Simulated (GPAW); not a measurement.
## Optical response of SiC (Moissanite)

Wanted: where SiC (Moissanite) starts to absorb, how strongly, and its refractive index.

Program: GPAW 26.7.0. Level of theory: DFT, LDA, plane-wave PAW (GPAW data sets), scalar-relativistic, RPA, optical limit. Results are calculated unless marked as measured.

### Step 1. The starting structure

The structure is hexagonal, space group P6_3mc (No. 186). The conventional cell has a = 3.076 Å, b = 3.076 Å, c = 5.048 Å, α = 90.00°, β = 90.00°, γ = 120.00°. Nearest to Si lie 4 C at 1.87 to 1.94 Å. C has 4 Si at 1.87 to 1.94 Å nearest. Farther neighbours are not listed.

### Step 2. Ground state

The self-consistent density comes first; it also tells whether there is a gap, which decides the occupations and the need for a Drude term.

This step: DFT, LDA, plane-wave PAW (GPAW data sets), scalar-relativistic, ground state (GPAW 26.7.0).

Contents of gs.py:

```python
from ase import Atoms
from ase.dft.bandgap import bandgap
from gpaw import GPAW, PW, FermiDirac

atoms = Atoms(['Si', 'Si', 'C', 'C'],
              cell=[[3.075999999976, 0.000000000000, 0.000000000000],
                    [-1.537999999988, 2.663894142020, 0.000000000000],
                    [0.000000000000, 0.000000000000, 5.048000000000]],
              scaled_positions=[[0.666666666667, 0.333333333333, 0.500000000000],
                                [0.333333333333, 0.666666666667, 0.000000000000],
                                [0.666666666667, 0.333333333333, 0.885000000000],
                                [0.333333333333, 0.666666666667, 0.385000000000]],
              pbc=[True, True, True])
atoms.calc = GPAW(mode=PW(400), xc='LDA', kpts={'size': (9, 9, 5), 'gamma': True},
                  occupations=FermiDirac(0.05), maxiter=150, txt='gs.txt')
print('energy (eV)', atoms.get_potential_energy())
print('Fermi level (eV)', atoms.calc.get_fermi_level())
print('valence electrons', atoms.calc.get_number_of_electrons())
print('gap (eV)', bandgap(atoms.calc, output=None)[0])
print('direct gap (eV)', bandgap(atoms.calc, direct=True, output=None)[0])
atoms.calc.write('gs.gpw')
```

Started as:

```bash
$ OMP_NUM_THREADS=1 python gs.py
```

Numbers of over 12 decimals in the logs are rounded to 6 here.

The program printed:

```text
__  _  _
 | _ |_)|_||  |
 |__||  | ||/\| - 26.7.0

Versions:
  Python: 3.12.14
  ASE:    3.29.0
  Numpy:  2.5.5
  Scipy:  1.18.1
  Libxc:  7.0.0

Input parameters:
  mode=PW(ecut=400.0),
  kpts=MonkhorstPack(size=(9, 9, 5), gamma=True),
  maxiter=150,
  occupations=Occupations(name='fermi-dirac', width=0.05, fixmagmom=False),
  xc=XC(name='LDA')

Diagonalizing LCAO Hamiltonian
Converting LCAO to pw mode

           C

           Si
        C

        Si

Atoms  # Å, Bohr magnetons
|   | symbol |         x |        y |        z |    initial magnetic moments |
| 0 |     Si |  1.538000 | 0.887965 | 2.524000 | ( 0.0000,  0.0000,  0.0000) |
| 1 |     Si | -0.000000 | 1.775929 | 0.000000 | ( 0.0000,  0.0000,  0.0000) |
| 2 |      C |  1.538000 | 0.887965 | 4.467480 | ( 0.0000,  0.0000,  0.0000) |
| 3 |      C | -0.000000 | 1.775929 | 1.943480 | ( 0.0000,  0.0000,  0.0000) |

Unit cell  # Å
| periodic |         x |        y |        z |  lengths |     angles |
|      yes |  3.076000 | 0.000000 | 0.000000 | 3.076000 |  90.000000 |
|      yes | -1.538000 | 2.663894 | 0.000000 | 3.076000 |  90.000000 |
|      yes |  0.000000 | 0.000000 | 5.048000 | 5.048000 | 120.000000 |

Number of symmetries: 6
Symmetry operations  # r_c * U_cc + t_c -> r_c
|   | kind |            matrix            |
| 0 |  σ   |  1, 1, 0,  0,-1, 0,  0, 0, 1 |
| 1 |  E   |  1, 0, 0,  0, 1, 0,  0, 0, 1 |
| 2 |  C3  |  0, 1, 0, -1,-1, 0,  0, 0, 1 |
| 3 |  σ   |  0,-1, 0, -1, 0, 0,  0, 0, 1 |
| 4 |  σ   | -1, 0, 0,  1, 1, 0,  0, 0, 1 |
| 5 |  C3  | -1,-1, 0,  1, 0, 0,  0, 0, 1 |

BZ-sampling:
  Number of BZ points: 405
  Number of IBZ points: 50

  Monkhorst-Pack size: [9, 9, 5]
  Monkhorst-Pack shift: [0, 0, 0]

K-points  # in reciprocal-cell coordinates
|     |                                coordinates |     weight |
|   0 | (  0.00000000,   0.00000000,   0.00000000) | 0.00246914 |
|   1 | (  0.00000000,   0.00000000,   0.20000000) | 0.00493827 |
|   2 | (  0.00000000,   0.00000000,   0.40000000) | 0.00493827 |
|   3 | (  0.11111111,   0.00000000,  -0.40000000) | 0.01481481 |
|   4 | (  0.11111111,   0.00000000,  -0.20000000) | 0.01481481 |
|   5 | (  0.11111111,   0.00000000,   0.00000000) | 0.01481481 |
|   6 | (  0.11111111,   0.00000000,   0.20000000) | 0.01481481 |
|   7 | (  0.11111111,   0.00000000,   0.40000000) | 0.01481481 |
|   8 | (  0.22222222,  -0.11111111,   0.00000000) | 0.01481481 |
|   9 | (  0.22222222,  -0.11111111,   0.20000000) | 0.02962963 |
| ... |                                            |            |
|  49 | (  0.44444444,   0.44444444,   0.40000000) | 0.02962963 |

Plane wave coefficients: 765
Cutoff: 400.0 eV

Spin-components: 1 (collinear spins)
Bands:           14
Projectors:      20
Spin-degeneracy: 2
Datatype:        complex128

Parallelization:
  kpt:    1
  domain: 1
  band:   1

Density:
  Valence electrons: 16.0
  Components: 1
  Grid points: [15 15 24]
  Charge: 0.0  # |e|

Potential:
  Grid points: [15 15 24]

species:
  Si:
    name:    Silicon
    id:
    Z:       14.0
    valence: 4
    core:    10
    charge:  0.0  # [|e|]
    compensation charges:
      type: gauss
      rc: 0.33  # [Å]
      lmax: 2
    cutoffs:
      filter: 1.86  # [Å]
      core: 2.06  # [Å]
    projectors
    | kind |    occ | energy [eV] | rcut [Å] |
    |   3s |  2.000 |     -10.878 |    1.058 |
    |   3p |  2.000 |      -4.162 |    1.058 |
    |    s |        |      16.334 |    1.058 |
    |    p |        |      23.049 |    1.058 |
    |    d |        |       0.000 |    1.058 |

    Using partial waves for Si as LCAO basis

  C:
    name:    Carbon
    id:
    Z:       6.0
    valence: 4
    core:    2
    charge:  0.0  # [|e|]
    compensation charges:
      type: gauss
      rc: 0.20  # [Å]
      lmax: 2
    cutoffs:
      filter: 1.14  # [Å]
      core: 1.14  # [Å]
    projectors
    | kind |    occ | energy [eV] | rcut [Å] |
    |   2s |  2.000 |     -13.639 |    0.635 |
    |   2p |  2.000 |      -5.414 |    0.635 |
    |    s |        |      13.573 |    0.635 |
    |    p |        |      21.797 |    0.635 |
    |    d |        |       0.000 |    0.635 |

    Using partial waves for C as LCAO basis

Reference energy: -17755.031442  # eV

eigensolver:
  PPCG
  Converge bands: occupied
  niter=2

density mixing:
  MSR1-Mixer
  Pratt-step length: 0.05
  Maximum mixing coefficient: 0.75
  Old densities: 10
  SVD Regularization: 0.005
  Good broyden scale: 1.0
  Trust region scale: 1.0
  Backstep threshold: 4.0
  History deletion threshold: 6.0
  Fourier metric: weight=20.0, sigma=0.015

occupation numbers:
  Fermi-Dirac:
    width: 0.0500  # eV

poisson solver:
  ecut: 3200.0  # eV

xc functional:
  name: None

convergence criteria:
- Maximum [total energy] change in last 3 cyles: 0.0005 eV / valence electron
- Maximum integral of absolute [dens]ity change: 0.0001 electrons / valence electron
- Maximum integral of absolute [eigenst]ate change: 4e-08 eV^2 / valence electron
maximum number of iterations: 150

SCF iterations
|iter     |      energy | eigst |  dens |
|iter:   1||  -36.455279 | -0.13 |       |
|iter:   2||  -35.669606 | -2.10 | -0.56 |
|iter:   3||  -32.958849 | -0.69 | -0.60 |
|iter:   4||  -32.944938 | -2.79 | -1.33 |
|iter:   5||  -32.945610 | -3.53 | -1.71 |
|iter:   6||  -32.945716c| -5.43 | -2.63 |
|iter:   7||  -32.945721c| -6.84 | -3.40 |
|iter:   8||  -32.945722c| -7.51c| -4.17c|

Converged in 8 steps
SCF loop duration: 6.913 s (0.864 s/step)
Energy contributions relative to reference atoms: (reference = -17755.031442)

Energy contributions:
  Kinetic:          31.651145
  Coulomb:         -26.240642
  Zero:             -0.042971
  External:          0.000000
  Xc:              -38.313254
  Entropy:          -0.000000
  Spinorbit:         0.000000
  ----------------------------
  Free energy:     -32.945722
  Extrapolated:    -32.945722

dipole moment: (-0.000001, -0.000002, -8.894893)  # |e|*Ang

Fermi level: 9.627
Eigenvalues  # (at kpt = [0.000, 0.000, 0.000])
| band index |      eig [eV] | occ [0-2] |
|          0 |        -7.337 |     2.000 |
|          1 |        -3.789 |     2.000 |
|          2 |        -0.403 |     2.000 |
|          3 |         6.773 |     2.000 |
|          4 |         6.773 |     2.000 |
|          5 |         8.059 |     2.000 |
|          6 |         8.059 |     2.000 |
|          7 |         8.329 |     2.000 |
|          8 |        12.903 |     0.000 |
|          9 |        14.374 |     0.000 |
|         10 |        14.719 |     0.000 |
|         11 |        14.719 |     0.000 |
|         12 |        15.792 |     0.000 |
|         13 |        16.926 |     0.000 |

Gap: 2.195 eV
Transition (v -> c):
  (s=0, k=0, n=7, [0.00, 0.00, 0.00]) -> (s=0, k=26, n=8, [0.33, 0.33, 0.00])
Direct/indirect transitions are different
Direct gap: 4.004 eV
Transition at: (s=0, k=39, n=7, [0.44, 0.00, 0.00])

--- standard output ---
energy (eV) -32.945722
Fermi level (eV) 9.626651
valence electrons 16.0
gap (eV) 2.195011
direct gap (eV) 4.004324
```

Wall time 9.1 s (1 thread of Arm Neoverse V1, shared host); peak memory 0.14 GiB.

This step gave:

```
energy                 : -32.95 eV
Fermi energy           : 9.627 eV
gap on the k-mesh      : 2.195 eV
direct gap on the mesh : 4.004 eV
electrons              : 16
```

There is a gap, 2.20 eV on this mesh (points off the mesh can give less), so no carriers' term is needed.

### Step 3. Bands for the response

The response needs many more empty bands than the density does.

This step: DFT, LDA, plane-wave PAW (GPAW data sets), scalar-relativistic, bands at fixed density (GPAW 26.7.0).

Contents of nscf.py:

```python
from ase.dft.bandgap import bandgap
from gpaw import GPAW, FermiDirac

calc = GPAW('gs.gpw').fixed_density(kpts={'size': (12, 12, 6), 'gamma': True}, nbands=36, convergence={'bands': 30},
                                    occupations=FermiDirac(0.001), txt='nscf.txt')
print('gap (eV)', bandgap(calc, output=None)[0])
print('direct gap (eV)', bandgap(calc, direct=True, output=None)[0])
print('top band over the Fermi level (eV)', min(calc.get_eigenvalues(kpt=k)[29] for k in range(len(calc.get_ibz_k_points()))) - calc.get_fermi_level())
calc.write('full.gpw', mode='all')
```

Started as:

```bash
$ OMP_NUM_THREADS=1 python nscf.py
```

The program printed:

```text
Diagonalizing LCAO Hamiltonian
Converting LCAO to pw mode
convergence criteria:
- Maximum integral of absolute [eigenst]ate change: 4e-08 eV^2 / valence electron
maximum number of iterations: 150

SCF iterations
|iter     |      energy | eigst |  dens |
|iter:   1||             | +2.92 |       |
|iter:   2||             | +1.28 |       |
|iter:   3||             | -0.11 |       |
|iter:   4||             | -1.22 |       |
|iter:   5||             | -2.37 |       |
|iter:   6||             | -3.34 |       |
|iter:   7||             | -4.28 |       |
|iter:   8||             | -5.18 |       |
|iter:   9||             | -5.77 |       |
|iter:  10||             | -6.28 |       |
|iter:  11||             | -6.76 |       |
|iter:  12||             | -7.19 |       |
|iter:  13||             | -7.61c|       |
SCF steps: 13
  __  _  _
 | _ |_)|_||  |
 |__||  | ||/\| - 26.7.0

Versions:
  Python: 3.12.14
  ASE:    3.29.0
  Numpy:  2.5.5
  Scipy:  1.18.1
  Libxc:  7.0.0

Input parameters:
  mode=PW(ecut=400.0),
  convergence={'bands': 30},
  gpts=array([15, 15, 24]),
  kpts=MonkhorstPack(size=(12, 12, 6), gamma=True),
  maxiter=150,
  nbands=36,
  occupations=Occupations(name='fermi-dirac', width=0.001, fixmagmom=False),
  parallel={},
  xc=XC(name='LDA')

--- standard output ---
gap (eV) 2.195011
direct gap (eV) 3.967284
top band over the Fermi level (eV) 24.554830
```

Run time: 57 s. Hardware: 1 thread; peak memory 0.19 GiB.

Numbers from this step:

| Quantity | Value |
| --- | --- |
| direct gap on the mesh | 3.967 eV |

### Step 4. Dielectric function, RPA

Transitions between filled and empty bands, summed over the zone, give the optical response, so mesh, band count and broadening shape it.

The induced potential is part of this response.

This step: DFT, LDA, plane-wave PAW (GPAW data sets), scalar-relativistic, RPA, optical limit (GPAW 26.7.0).

Contents of df.py:

```python
from gpaw.response.df import DielectricFunction

df = DielectricFunction('full.gpw', frequencies={'type': 'nonlinear', 'domega0': 0.03, 'omega2': 8},
                        ecut=80,
                        eta=0.1,
                        nbands=30,
                        txt='df.txt')
for direction in ['x', 'z']:
    df.get_dielectric_function(xc='RPA', direction=direction, filename=f'df_{direction}.csv')
```

Started as:

```bash
$ OMP_NUM_THREADS=1 python df.py
```

The program printed:

```text
Using integrator: PointIntegrator
NonLinearFrequencyDescriptor(from 0.000 to 45.857 eV, 454 points)
Nonperiodic BCs:  [False False False]
Using integrator: PointIntegrator
NonLinearFrequencyDescriptor(from 0.000 to 45.857 eV, 454 points)
Nonperiodic BCs:  [False False False]

Calculating chi0 body with:
    Ground state adapter containing:
    Number of spins: 1
    Number of kpoints: 864
    Number of irreducible kpoints: 100
    Number of completely occupied states: 8
    Number of partially occupied states: 8

    Linear response parametrization:
    q_c: [0.0, 0.0, 0.0]
    Number of frequency points: 454
    Planewave cutoff: 80.0
    Number of bands: 30
    Number of planewaves: 67
    Broadening (eta): 0.1

Integrating chi0 body.

Symmetries of q_c:
    Direct symmetries (Uq -> q): 6
    Indirect symmetries (TUq -> q): 6
In total 12 allowed symmetries.

100 groups of equivalent kpoints. 88.425926% reduction.

Integral kind: spectral function

Calculating chi0 optical extensions with:
    Ground state adapter containing:
    Number of spins: 1
    Number of kpoints: 864
    Number of irreducible kpoints: 100
    Number of completely occupied states: 8
    Number of partially occupied states: 8

    Linear response parametrization:
    Number of frequency points: 454
    Planewave cutoff: 80.0
    Number of bands: 30
    Number of planewaves: 67
    Broadening (eta): 0.1
Integrating chi0 head and wings.

Symmetries of q_c:
    Direct symmetries (Uq -> q): 6
    Indirect symmetries (TUq -> q): 6
In total 12 allowed symmetries.

100 groups of equivalent kpoints. 88.425926% reduction.

Integral kind: spectral function wings
```

Wall time 8.7 s (1 thread); peak memory 0.29 GiB.

This step gave:

* electronic dielectric constant ε∞, mean over x, y and z (by symmetry where fewer were run): 6.828
* main peak of Im epsilon, first axis: 6.181 eV

The Im ε has structure finer than the step of the table below, so its rows give means over 1 eV, whole bins alone (the curve runs from 0 to 24.5 eV). Peaks (eV: height): E ∥ x 6.2: 17.3, 7.3: 16.6; E ∥ z 5.0: 9.51, 6.3: 21.7, 7.6: 16.2.

Values under the direct gap are tails of Lorentzian lines. Table of Im ε by photon energy; means over each step:

```csv
photon energy (eV),E ∥ x,E ∥ z
1,0.0221,0.0274
2,0.0511,0.0654
3,0.102,0.141
4,0.257,0.474
5,2.17,6.08
6,12.4,14.3
7,14.4,13.6
8,10.9,10.6
9,8.81,8.01
10,5.58,5.01
11,4.43,3.46
12,2.86,3.04
13,2.23,2.30
14,1.82,1.57
15,1.31,1.10
16,0.962,0.948
17,0.685,0.640
18,0.527,0.593
19,0.458,0.442
20,0.296,0.366
21,0.242,0.360
22,0.241,0.298
23,0.262,0.274
24,0.260,0.202
```

Re ε against photon energy:

```csv
photon energy (eV),E ∥ x,E ∥ z
0.0,6.66,7.16
0.5,6.69,7.19
1.0,6.77,7.29
1.5,6.91,7.46
2.0,7.12,7.73
2.5,7.42,8.11
3.0,7.84,8.68
3.5,8.44,9.52
4.0,9.35,10.9
4.5,10.9,14.0
5.0,12.7,13.4
5.5,15.9,14.2
6.0,14.0,12.9
6.5,7.33,0.958
7.0,5.08,4.92
7.5,-0.532,0.128
8.0,-0.141,-1.54
8.5,-1.34,-2.41
9.0,-2.14,-3.04
9.5,-3.23,-4.41
10.0,-3.58,-2.89
10.5,-2.24,-2.72
11.0,-3.46,-3.35
11.5,-2.74,-1.69
12.0,-2.77,-2.65
12.5,-1.99,-2.07
13.0,-1.96,-2.05
13.5,-1.85,-2.11
14.0,-1.83,-2.16
14.5,-1.66,-1.48
15.0,-1.47,-1.37
15.5,-1.42,-1.09
16.0,-1.21,-1.21
16.5,-1.14,-1.03
17.0,-0.940,-0.840
17.5,-0.809,-0.611
18.0,-0.691,-0.645
18.5,-0.566,-0.571
19.0,-0.511,-0.449
19.5,-0.480,-0.353
20.0,-0.313,-0.263
20.5,-0.228,-0.174
21.0,-0.156,-0.125
21.5,-0.0473,-0.125
22.0,0.0184,-0.0765
22.5,0.0696,0.0184
23.0,0.137,0.0298
23.5,0.138,0.0535
24.0,0.148,0.0795
24.5,0.186,0.161
```

The reflectivity at normal incidence has structure finer than the step of the table below, so its rows give means over 0.5 eV, whole bins alone (the curve runs from 0 to 24.5 eV). Peaks (eV: height): E ∥ x 9.28: 56.3, 10.10: 51.7, 11.10: 53.8, 12.26: 56.6, 14.31: 53.7, 16.75: 55.5, 19.69: 56.4; E ∥ z 7.67: 55.6, 9.48: 54.8, 10.38: 55.9, 11.03: 55.5, 12.34: 54.7, 14.22: 62.7, 16.44: 53.9.

Table of reflectivity at normal incidence by photon energy; means over each step:

```csv
photon energy (eV),E ∥ x (%),E ∥ z (%)
0.5,19.6,20.9
1.0,19.8,21.1
1.5,20.2,21.5
2.0,20.7,22.2
2.5,21.4,23.1
3.0,22.5,24.3
3.5,23.8,26.1
4.0,25.8,28.8
4.5,28.8,33.8
5.0,32.4,36.4
5.5,37.5,38.8
6.0,44.4,42.4
6.5,42.3,47.4
7.0,44.5,42.6
7.5,46.4,50.2
8.0,44.0,47.4
8.5,45.8,45.8
9.0,48.4,47.1
9.5,50.2,52.7
10.0,49.3,49.7
10.5,45.0,50.2
11.0,51.7,52.1
11.5,50.3,43.0
12.0,52.6,48.1
12.5,49.9,49.7
13.0,47.2,46.0
13.5,47.5,49.0
14.0,48.1,55.8
14.5,52.1,55.8
15.0,49.6,51.5
15.5,52.2,47.0
16.0,51.9,51.6
16.5,53.8,52.8
17.0,53.6,52.1
17.5,52.6,45.5
18.0,52.2,46.7
18.5,49.4,48.9
19.0,46.5,44.4
19.5,52.8,44.9
20.0,50.2,40.2
20.5,46.9,36.3
21.0,42.4,31.5
21.5,34.0,31.3
22.0,26.1,30.5
22.5,21.8,26.5
23.0,17.0,23.9
23.5,16.3,23.8
24.0,15.6,22.2
```

The Im ε, E ∥ x has structure finer than the step of the table below, so its rows give means over 1 eV, whole bins alone (the curve runs from 0 to 24.5 eV). Peaks (eV: height): without local fields 6.2: 19.9, 7.3: 18.3; with local fields 6.2: 17.3, 7.3: 16.6.

Values under the direct gap are tails of Lorentzian lines. The Im ε, E ∥ x by photon energy; means over each step:

```
photon energy (eV)  without local fields  with local fields
                 1                0.0249             0.0221
                 2                0.0578             0.0511
                 3                 0.116              0.102
                 4                 0.294              0.257
                 5                  2.50               2.17
                 6                  14.6               12.4
                 7                  16.3               14.4
                 8                  12.1               10.9
                 9                  9.16               8.81
                10                  5.60               5.58
                11                  4.29               4.43
                12                  2.65               2.86
                13                  1.97               2.23
                14                  1.51               1.82
                15                  1.06               1.31
                16                 0.779              0.962
                17                 0.562              0.685
                18                 0.434              0.527
                19                 0.370              0.458
                20                 0.236              0.296
                21                 0.207              0.242
                22                 0.213              0.241
                23                 0.227              0.262
                24                 0.235              0.260
```

The loss function −Im 1/ε at q → 0 has structure finer than the step of the table below, so its rows give means over 1 eV, whole bins alone (the curve runs from 0 to 24.5 eV). Peaks (eV: height): E ∥ x 21.6: 4.42; E ∥ z 22.4: 4.19, 24.0: 4.40.

Values under the direct gap are tails of Lorentzian lines. Loss function −Im 1/ε at q → 0 against energy loss; means over each step:

```csv
energy loss (eV),E ∥ x,E ∥ z
1,4.8e-4,5.1e-4
2,1.0e-3,0.00108
3,0.00163,0.00182
4,0.00277,0.00350
5,0.0113,0.0246
6,0.0359,0.0406
7,0.0621,0.0703
8,0.0913,0.0914
9,0.100,0.110
10,0.142,0.135
11,0.152,0.185
12,0.184,0.204
13,0.256,0.257
14,0.273,0.237
15,0.328,0.374
16,0.384,0.422
17,0.493,0.593
18,0.698,0.786
19,0.971,1.13
20,1.51,1.82
21,3.13,2.47
22,4.07,3.22
23,3.19,3.63
24,2.86,3.95
```

From ε follow the optical constants at some laser and lamp lines:

```
wavelength (nm)   n x    k x  R (%) x   1/α x   n z    k z  R (%) z   1/α z
           1550  2.59  0.003     19.7   37 µm  2.69  0.004     21.0   31 µm
           1064  2.61  0.005     19.9   17 µm  2.71  0.006     21.2   14 µm
            532  2.70  0.012     21.2  3.6 µm  2.82  0.014     22.7  2.9 µm
            405  2.81  0.019     22.6  1.7 µm  2.96  0.024     24.5  1.3 µm
            365  2.88  0.023     23.5  1.3 µm  3.05  0.031     25.6  929 nm
            248  3.59  0.344     32.2   57 nm  3.86  1.221     38.5   16 nm
            193  3.35  2.007     41.6  7.7 nm  3.28  2.954     51.5  5.2 nm
```

Below the direct gap, k and the depth come from the tails of the Lorentzian lines, not from transitions.

Rows near the edge hang on the gap, which this functional as a rule makes too small, and phonon-assisted absorption is left out.

At 1064 nm the birefringence n(z) − n(x) is +0.099: the crystal is uniaxial positive at this level.

### Step 5. Summary of results

* electronic dielectric constant ε∞, mean over x, y and z (by symmetry where fewer were run) (RPA): 6.83
* main peak of Im epsilon, first axis: 6.18 eV

At this level (LDA, RPA) SiC has a mean ε∞ = 6.83 and n = 2.59 at 1550 nm (E ∥ x), and Im ε peaks at 6.2 eV (E ∥ x). On the mesh the gap is 2.20 eV and the least direct gap 3.97 eV, so on this mesh the band edges lie at different points. Local fields change the static value along x from 7.15 to 6.66 (-7 %). Distinct maxima of Im ε, read by a parabola through the highest points, lie at 6.18 eV (17), 7.26 eV (17), 7.93 eV (12) and 9.05 eV (10) for E ∥ x. The static values by axis are 6.66 (x), 7.16 (z). At 1064 nm the birefringence n(z) − n(x) is +0.099: the crystal is uniaxial positive at this level. Excitons and phonon-assisted transitions are missing; LDA gaps are as a rule too small, which pulls the onset down and ε∞ up. The sum runs over mesh points, so small or evenly spaced maxima can still be ripples of the mesh. The curves end at 25 eV, about where the summed bands run out.

[Machine, clock and banner lines and Python warnings are left out of the logs.]

[Logs are printed without paths, hosts, clocks, repeated set-up lines and the standing remarks that a program may print on its own settings, such as how far it seeks lower states.]

[Hosts, paths, dates, database ids (printed as entryN), source tags and the programs' standing remarks are cut or masked in the printed files.]
